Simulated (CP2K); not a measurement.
The C K edge of chlorobenzene was computed by TDDFT (CP2K XAS_TDP, aug-pc-1, TDA) at these levels: PBEh(45%), PBEh(45%) + GW2X and PBEh(60%). The first three lines of C2 (bonded to 2 C and Cl) with a strength over 0.0015, energy in eV and strength:

```tsv
run	first	second	third
1	287.32 (0.057)	288.61 (0.053)	293.52 (0.002)
2	286.53 (0.067)	287.77 (0.062)	293.90 (0.008)
3	282.55 (0.058)	283.83 (0.054)	288.74 (0.002)
```

Which run is which?

Run 1: PBEh(45%) + GW2X (45 % exact exchange). Run 2: PBEh(60%) (60 % exact exchange). Run 3: PBEh(45%) (45 % exact exchange). Self-interaction lifts the core level, so the uncorrected lines rise with the share of exact exchange. The GW2X run keeps the spacings of its parent: 1.29 eV between the first two lines in run 1, 1.28 eV in run 3. Its shift is +4.77 eV, since the Kohn–Sham level at this share of exchange lies that far above the quasiparticle level.

[Banner, clock and machine lines of the logs are left out without a mark of their own.]

[Logs are printed without paths, hosts, clocks, repeated set-up lines and the standing remarks that a program may print on its own settings, such as how far it seeks lower states.]

[Hosts, paths, dates, database ids (printed as entryN), source tags and the programs' standing remarks are cut or masked in the printed files.]
